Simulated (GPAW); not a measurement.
Consider Ti3InC (Pm-3m).

```xyz
5
Lattice="4.2356 0.0000 0.0000 0.0000 4.2356 0.0000 0.0000 0.0000 4.2356" Properties=species:S:1:pos:R:3 pbc="T T T"
In    0.0000    0.0000    0.0000
Ti    0.0000    2.1178    2.1178
Ti    2.1178    0.0000    2.1178
Ti    2.1178    2.1178    0.0000
C     2.1178    2.1178    2.1178
```

Absorber: atom 2, with 2 C at 2.12 Å (linear, site symmetry 4/mmm). Method: GPAW, LDA, excited-electron core hole (neutral cell), 10-atom cell with 6.0 Å between holes, 7×7×7 k points, dipole transitions, Gaussian full width 0.9 eV up to 4 eV, rising linearly to 3.5 eV at 25 eV.

Where do the maxima of the Ti L₃ edge fall?

Main maxima up to 30 eV above the zero (height): 0.6 eV (5.55), 2.5 eV (3.19), 5.1 eV (1.09), 8.4 eV (0.56), 14.5 eV (0.46) and 20.9 eV (0.41). At an L edge the dipole rule selects empty d (and weakly s) states on the absorber, and the strong line at the onset measures the empty part of its d band. 2p–3d multiplets, which reshape such L edges, aren't in a one-electron spectrum. The total-energy difference is 455.27 eV. Two terms are added: -1.48 eV, since the hole is spin-paired here and a spin-polarised one costs that much less in the free atom (computed apart); −2.13 eV, a third of the tabulated L₂–L₃ splitting, since the scalar-relativistic hole is their mean. The photon energy is then 451.66 eV. The tabulated edge of the element is 453.8 eV. The functional leaves an error of a few eV in such absolute values.

The Ti L₃ spectrum (energy from the lowest empty level; intensity scaled to a mean of 1 over the first 20 eV):

| E (eV) | intensity |
| --- | --- |
| -2.00 | 0.00 |
| -1.25 | 0.00 |
| -0.50 | 0.48 |
| 0.25 | 4.59 |
| 1.00 | 4.88 |
| 1.75 | 2.71 |
| 2.50 | 3.19 |
| 3.25 | 1.72 |
| 4.00 | 0.99 |
| 4.75 | 1.01 |
| 5.50 | 0.99 |
| 6.25 | 0.54 |
| 7.00 | 0.40 |
| 7.75 | 0.50 |
| 8.50 | 0.56 |
| 9.25 | 0.49 |
| 10.00 | 0.37 |
| 10.75 | 0.32 |
| 11.50 | 0.34 |
| 12.25 | 0.37 |
| 13.00 | 0.40 |
| 13.75 | 0.44 |
| 14.50 | 0.46 |
| 15.25 | 0.43 |
| 16.00 | 0.35 |
| 16.75 | 0.27 |
| 17.50 | 0.24 |
| 18.25 | 0.26 |
| 19.00 | 0.31 |
| 19.75 | 0.37 |
| 20.50 | 0.41 |
| 21.25 | 0.41 |
| 22.00 | 0.38 |
| 22.75 | 0.36 |
| 23.50 | 0.34 |
| 24.25 | 0.34 |
| 25.00 | 0.34 |
| 25.75 | 0.34 |
| 26.50 | 0.33 |
| 27.25 | 0.33 |
| 28.00 | 0.33 |
| 28.75 | 0.34 |
| 29.50 | 0.35 |
| 30.25 | 0.35 |
| 31.00 | 0.33 |
| 31.75 | 0.31 |

One-electron theory leaves out the 2p–3d multiplets that shape measured L edges of 3d elements, and the L₂ edge isn't added. The holes are only 6.0 Å apart, so the shape is probably not converged with cell size; no larger cell was run here. Lifetime broadening is put in by hand, and intensities beyond about 20 eV depend on it and on the partial waves; weight that the partial waves miss at high energy is lost. The structure is a computed Materials Project entry and may be a hypothetical form.

[Banner, clock and machine lines of the logs are left out without a mark of their own.]

[Logs are printed without paths, hosts, clocks, repeated set-up lines and the standing remarks that a program may print on its own settings, such as how far it seeks lower states.]

[Hosts, paths, dates, database ids (printed as entryN), source tags and the programs' standing remarks are cut or masked in the printed files.]

[Lists of maxima count a maximum above −3 eV only where it reaches 4 % of the highest in the window and stands out from its surroundings by 2 % of it (1.5 % where it reaches 55 %); shoulders and weaker maxima are passed over, and of the rest the first, up to two pre-edge ones and the few strongest are named.]
